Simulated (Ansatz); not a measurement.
**Y (P6_3/mmc, 2 atoms in the cell): zone-centre modes under pressure**

Aim: how do the optical modes of Y (P6_3/mmc, 2 atoms in the cell) move with volume?

Main program and level: Ansatz 0.2.0; DFT PBEsol, scalar-relativistic, plane waves, PAW; PAW set soft_1.

Most raw output is cut from this account.

### Step 1. Set-up

It takes space group P6_3/mmc (No. 194, hexagonal). Conventional cell: a = 3.647 Å, b = 3.647 Å, c = 5.731 Å, α = 90.00°, β = 90.00°, γ = 120.00°. Y has 12 Y at 3.56 to 3.65 Å nearest.

Coordinates:

```
Y
1.0
     3.64740    0.00000    0.00000
    -1.82370    3.15874    0.00000
     0.00000    0.00000    5.73060
Y
2
Cartesian
  0.0000 2.1058 1.4326
  1.8237 1.0529 4.2980
```

### Step 2. Bringing the structure to rest

Harmonic phonons are second derivatives at a point where the forces vanish, and they are wanted at zero stress, so atoms and cell are relaxed first.

Input file input.yaml:

```yaml
crystal:
  lattice:
    - [3.6474, 0.0, 0.0]
    - [-1.8237, 3.1587410578, 0.0]
    - [0.0, 0.0, 5.7306]
  atoms:
    - { symbol: "Y", position: [0.33333333, 0.66666667, 0.25] }
    - { symbol: "Y", position: [0.66666667, 0.33333333, 0.75] }
kpoints:
  mp_grid: { grid: [15, 15, 8] }
hamiltonian:
  xc: pbesol
  pseudopotentials: { kind: paw, azcp: { folder: soft_1 }, xc_functional: pbe }
scf:
  occupations: { method: gaussian, width: 0.1 }
output:
  forces: true
  stress: true
  eigenvalues: true
relax:
  adjacent_minimum: "off"
  f_tol: 0.005
  max_steps: 80
  cell: { stress_tol: 0.05 }
```

Started as:

```sh
> ansatz run input.yaml --threads 4 --pin off --max-ram 10240MiB --backend cpu --events-out ev --progress --plain --runs-dir out
```

It took 4.2 s on 4 threads of INTEL XEON PLATINUM 8581C at 2.30GHz (Emerald Rapids), shared host; peak memory 0.49 GiB; 15 s of CPU time.

The steps of the relaxation:

```csv
step,energy less that of the first step (eV),largest force component (eV/Å),pressure (GPa),volume (Å³)
1,0.0000,0.0000,-2.09,66.02
2,-0.0244,0.0000,0.04,62.56
3,-0.0245,0.0000,0.01,62.61
4*,-0.0244,0.0000,0.01,62.61
```

Relaxation steps marked * repeat the geometry before them on a plane-wave basis chosen anew for their cell, so energy and pressure can jump there.

Forces are held to the 24 operations that the run works with; a distortion that breaks them can't arise in this run.

```csv
"conventional cell, symmetrised",before,after,change
a (Å),3.647,3.598,-1.4 %
b (Å),3.647,3.598,-1.4 %
c (Å),5.731,5.585,-2.5 %
volume (Å³/atom),33.01,31.30,-5.2 %
```

The relaxed structure:

```cif
data_structure
_symmetry_space_group_name_H-M 'P 1'
_symmetry_Int_Tables_number 1
_cell_length_a 3.5979
_cell_length_b 3.5979
_cell_length_c 5.5847
_cell_angle_alpha 90.000
_cell_angle_beta 90.000
_cell_angle_gamma 120.000
_cell_volume 62.61
loop_
_atom_site_label
_atom_site_type_symbol
_atom_site_fract_x
_atom_site_fract_y
_atom_site_fract_z
_atom_site_occupancy
Y1 Y 0.33333 0.66667 0.25000 1
Y2 Y 0.66667 0.33333 0.75000 1
```

Numbers from this step:

- pressure: 0.008386 GPa
- volume per atom: 31.30 Å³
- gap on the k-mesh: 0 eV

In this step the volume went from 33.01 to 31.30 Å³/atom.

### Step 3. Tight relaxation

Phonons need small forces and stress, so the relaxation is finished with tight tolerances on 15×15×8 k points.

input.yaml, the sections that differ from step 2:

```yaml
crystal:
  lattice:
    - [3.5978876888, 0.0, 0.0]
    - [-1.7989438444, 3.1158621384, 0.0]
    - [0.0, 0.0, 5.58472053]
  atoms:
    - { symbol: "Y", position: [0.3333333333, 0.6666666667, 0.25] }
    - { symbol: "Y", position: [0.6666666667, 0.3333333333, 0.75] }
scf:
  occupations: { method: methfessel_paxton, width: 0.2 }
relax:
  adjacent_minimum: "off"
  f_tol: 0.001
  max_steps: 60
  cell: { stress_tol: 0.01 }
# kpoints, hamiltonian, output: as in step 2
```

Elapsed: 3.1 s, on 4 threads; peak memory 0.5 GiB.

Little changed from the start: no atom moved by 0.005 Å and no cell edge by 0.1 %.

This step gave:

```yaml
pressure: 0.001299 GPa
```

The forces vanish by symmetry and the pressure is 0.001 GPa, within the tolerances set. The cell now holds 31.30 Å³/atom.

### Step 4. Zone-centre response at rest

The force constants come from the linear response of the density to a displacement.

The modes at rest are the reference of the series.

input.yaml, the sections that differ from step 3:

```yaml
crystal:
  lattice:
    - [3.5985008797, 0.0, 0.0]
    - [-1.7992504399, 3.1163931774, 0.0]
    - [0.0, 0.0, 5.5819626655]
  atoms:
    - { symbol: "Y", position: [0.3333333333, 0.6666666667, 0.25] }
    - { symbol: "Y", position: [0.6666666667, 0.3333333333, 0.75] }
output:
  eigenvalues: true
phonons:
  method: dfpt
# kpoints, hamiltonian, scf: as in step 3
# relax: removed
```

Run time: 13 s. Hardware: 4 threads; peak memory 1.1 GiB.

Numbers from this step:

```
sum-rule residual before enforcement                    : 2.40e-5 eV/Å²
point group                                             : 6/mmm
highest optical mode at the zone centre (no LO-TO term) : 154.2 cm⁻¹
lowest optical zone-centre mode                         : 89.97 cm⁻¹
```

Patterns of degenerate modes are one choice out of their space. Modes at Γ:

```csv
mode,frequency (cm⁻¹),symmetry
1,0.0,acoustic
2,0.0,acoustic
3,0.0,acoustic
4,90.0,E2g
5,90.0,E2g
6,154.2,B1g
```

Displacements in mode 4 (90.0 cm⁻¹), the largest set to 1:
```
Y1   1.00  0.00  0.00
Y2  -1.00  0.00  0.00
```

Displacements in mode 6 (154.2 cm⁻¹), the largest set to 1:
```
Y1   0.00  0.00  1.00
Y2   0.00  0.00 -1.00
```

Before it was imposed, the acoustic sum rule was missed by 2.4e-5 eV/Å². Small misses are needed for a sound result but don't prove that mesh and cutoff are converged. The lowest optical mode is real, 90.0 cm⁻¹.

### Step 5. A member of the series: 1.06 times the volume at rest

The cell is set to 1.06 times the volume at rest, and shape and atoms relax at that volume.

input.yaml, the sections that differ from step 4:

```yaml
crystal:
  lattice:
    - [3.6700726504, 0.0, 0.0]
    - [-1.8350363252, 3.178376149, 0.0]
    - [0.0, 0.0, 5.6883550559]
  atoms:
    - { symbol: "Y", position: [0.3333333333, 0.6666666667, 0.25] }
    - { symbol: "Y", position: [0.6666666667, 0.3333333333, 0.75] }
output:
  forces: true
  stress: true
  eigenvalues: true
relax:
  adjacent_minimum: "off"
  f_tol: 0.001
  max_steps: 60
  cell: { stress_tol: 0.01, fix: [volume] }
# kpoints, hamiltonian, scf: as in step 4
# phonons: removed
```

It took 2.2 s on 4 threads; peak memory 0.49 GiB.

Little changed from the start: no atom moved by 0.005 Å and no cell edge by 0.1 %.

Numbers from this step:

```
pressure        : -2.280 GPa
volume per atom : 33.18 Å³
```

The forces vanish by symmetry, at a pressure of -2.28 GPa.

### Step 6. Modes of this member: 1.06 times the volume at rest

The zone-centre modes follow for 1.06 times the volume at rest.

input.yaml, as its differences from that of step 5:

```diff
@@ -16,9 +16,4 @@
 output:
-  forces: true
-  stress: true
   eigenvalues: true
-relax:
-  adjacent_minimum: "off"
-  f_tol: 0.001
-  max_steps: 60
-  cell: { stress_tol: 0.01, fix: [volume] }
+phonons:
+  method: dfpt
```

The job ended after 13 s (4 threads; peak memory 1.2 GiB; 45 s of CPU time).

This step gave:

```yaml
sum_rule_residual_before_enforcement: 1.47e-5 eV/Å²
highest_optical_mode_at_the_zone_centre_no_lo_to_term: 143.1 cm⁻¹
lowest_optical_zone_centre_mode: 87.41 cm⁻¹
```

Patterns of degenerate modes are one choice out of their space. Modes at Γ:

```csv
mode,frequency (cm⁻¹),symmetry
1,0.0,acoustic
2,0.0,acoustic
3,0.0,acoustic
4,87.4,E2g
5,87.4,E2g
6,143.1,B1g
```

The lowest optical mode is real, 87.4 cm⁻¹, and the highest lies at 143.1 cm⁻¹.

For the highest optical mode at the zone centre (no LO-TO term), step 4 gave 154 cm⁻¹; this run, with volume ratio 1.06, gives 143 cm⁻¹ (-7 %).

### Step 7. Relaxation of a member: 0.9 times the volume at rest

The cell is set to 0.9 times the volume at rest, and shape and atoms relax at that volume.

input.yaml, the sections that differ from step 6:

```yaml
crystal:
  lattice:
    - [3.468997905, 0.0, 0.0]
    - [-1.7344989525, 3.0042403114, 0.0]
    - [0.0, 0.0, 5.4058574345]
  atoms:
    - { symbol: "Y", position: [0.3333333333, 0.6666666667, 0.25] }
    - { symbol: "Y", position: [0.6666666667, 0.3333333333, 0.75] }
output:
  forces: true
  stress: true
  eigenvalues: true
relax:
  adjacent_minimum: "off"
  f_tol: 0.001
  max_steps: 60
  cell: { stress_tol: 0.01, fix: [volume] }
# kpoints, hamiltonian, scf: as in step 6
# phonons: removed
```

It took 3.2 s on 4 threads; peak memory 0.49 GiB; 12 s of CPU time.

Step by step:

```csv
step,energy less that of the first step (eV),largest force component (eV/Å),pressure (GPa),volume (Å³)
1,0.0000,0.0000,5.16,56.34
2,0.0000,0.0000,5.16,56.34
3,0.0000,0.0000,5.15,56.34
4*,0.0000,0.0000,5.15,56.34
```

Relaxation steps marked * repeat the geometry before them on a plane-wave basis chosen anew for their cell, so energy and pressure can jump there.

Forces are held to the 24 operations that the run works with; a distortion that breaks them can't arise in this run.

```csv
"conventional cell, symmetrised",before,after,change
a (Å),3.469,3.467,-0.1 %
b (Å),3.469,3.467,-0.1 %
c (Å),5.406,5.413,+0.1 %
volume (Å³/atom),28.17,28.17,+0.0 %
```

Final coordinates:

```xyz
2
Lattice="3.4667 0.0000 0.0000 -1.7333 3.0022 0.0000 0.0000 0.0000 5.4131" Properties=species:S:1:pos:R:3 pbc="T T T"
Y     0.0000    2.0015    1.3533
Y     1.7333    1.0007    4.0598
```

Numbers from this step:

```
pressure        : 5.153 GPa
volume per atom : 28.17 Å³
```

The forces vanish by symmetry, at a pressure of 5.15 GPa.

### Step 8. Zone-centre modes of the member: 0.9 times the volume at rest

The zone-centre modes follow for 0.9 times the volume at rest.

input.yaml, the sections that differ from step 7:

```yaml
crystal:
  lattice:
    - [3.4666822088, 0.0, 0.0]
    - [-1.7333411044, 3.0022348596, 0.0]
    - [0.0, 0.0, 5.4130819241]
  atoms:
    - { symbol: "Y", position: [0.3333333333, 0.6666666667, 0.25] }
    - { symbol: "Y", position: [0.6666666667, 0.3333333333, 0.75] }
output:
  eigenvalues: true
phonons:
  method: dfpt
# kpoints, hamiltonian, scf: as in step 7
# relax: removed
```

The job ended after 10 s (4 threads; peak memory 1.1 GiB; 37 s of CPU time).

Numbers from this step:

```yaml
sum_rule_residual_before_enforcement: 1.14e-4 eV/Å²
highest_optical_mode_at_the_zone_centre_no_lo_to_term: 168.0 cm⁻¹
lowest_optical_zone_centre_mode: 89.6 cm⁻¹
```

Patterns of degenerate modes are one choice out of their space. Modes at Γ:

```csv
mode,frequency (cm⁻¹),symmetry
1,0.0,acoustic
2,0.0,acoustic
3,0.0,acoustic
4,89.6,E2g
5,89.6,E2g
6,168.0,B1g
```

Displacements in mode 4 (89.6 cm⁻¹), the largest set to 1:
```
Y1   1.00  0.00  0.00
Y2  -1.00  0.00  0.00
```

Displacements in mode 6 (168.0 cm⁻¹), the largest set to 1:
```
Y1   0.00  0.00  1.00
Y2   0.00  0.00 -1.00
```

The lowest optical mode is real, 89.6 cm⁻¹, and the highest lies at 168.0 cm⁻¹.

For the highest optical mode at the zone centre (no LO-TO term), step 4 gave 154 cm⁻¹; this run, with volume ratio 0.9, gives 168 cm⁻¹ (+9 %).

### Step 9. All members side by side

The members are set side by side, also those not shown above.

Each row is one cell with its response, relaxed at fixed volume as far as symmetry leaves anything free; energies are extrapolated to zero smearing, and E0 is that at rest; shape and atoms are relaxed in each cell where symmetry leaves them free; all runs use 15×15×8 k points and Methfessel-Paxton smearing of 0.2 eV. State of the crystal along the series:

```csv
volume ratio,V (Å³/atom),pressure (GPa),E - E0 (meV/atom),first cell vector (Å),third cell vector (Å)
0.9,28.17,5.153,47.05,3.467,5.413
0.92,28.8,3.96,29.3,3.494,5.446
0.94,29.42,2.857,16.05,3.522,5.479
0.96,30.05,1.835,6.936,3.548,5.512
0.98,30.67,0.8848,1.675,3.574,5.546
0.99,30.99,0.435,0.4043,3.586,5.563
1,31.3,0.001299,0,3.599,5.582
1.02,31.93,-0.8182,1.651,3.623,5.617
1.04,32.55,-1.577,6.393,3.647,5.652
1.06,33.18,-2.28,14,3.67,5.688
```

Each mode is tracked from rest by its pattern, and modes that stay within 0.3 cm⁻¹ of each other stand once; shape and atoms are relaxed in each cell where symmetry leaves them free; all runs use 15×15×8 k points and Methfessel-Paxton smearing of 0.2 eV. Optical modes along the series:

```csv
V (Å³/atom),mode 4 E2g (cm⁻¹),mode 6 B1g (cm⁻¹)
28.17,89.6,168
28.8,90.43,165.9
29.42,90.84,163.6
30.05,90.87,160.8
30.67,90.6,157.8
30.99,90.33,156.1
31.3,89.97,154.2
31.93,89.23,150.7
32.55,88.37,146.9
33.18,87.41,143.1
```

From cubic fits (parabolas where under five rows exist) of ln ω and P against ln V through the rows within about 4 % of rest: γ = −d ln ω / d ln V and dω/dP = γ ω / B. Slopes at rest:

```csv
mode,fitted frequency at rest (cm⁻¹),Grüneisen parameter γ,dω/dP (cm⁻¹/GPa)
mode 4 E2g,90,0.39,0.83
mode 6 B1g,154.3,1.17,4.24
```

### Step 10. Outcome

```
members                                                          : 10
highest optical mode at the zone centre (no LO-TO term), at rest : 154.2 cm⁻¹
bulk modulus at rest                                             : 42.5 GPa
mode 4 E2g, γ                                                    : 0.39
mode 6 B1g, γ                                                    : 1.17
```

In words: The series spans -2.3 to 5.2 GPa, and the slope at rest gives a bulk modulus of 43 GPa. Among the modes in the table of slopes γ runs from 0.39 (mode 4 E2g) to 1.17 (mode 6 B1g). One k mesh and one cutoff serve the ground states and modes of all volumes. These are harmonic frequencies at zero temperature: anharmonic shifts, linewidths and thermal expansion are left out. With no gap, or one that is small against the smearing, the frequencies hang on the k mesh and the smearing, most of all near Kohn anomalies. The PAW files were made for PBE; the program adapts parts of them to the functional of the run, but their partial waves stay those of PBE, an approximation that was not tested in this session. Only the zone centre was solved, so an instability at another wavevector cannot show here.

[Logs are printed without paths, hosts, clocks, repeated set-up lines and the standing remarks that a program may print on its own settings, such as how far it seeks lower states.]

[Hosts, paths, dates, database ids (printed as entryN), source tags and the programs' standing remarks are cut or masked in the printed files.]
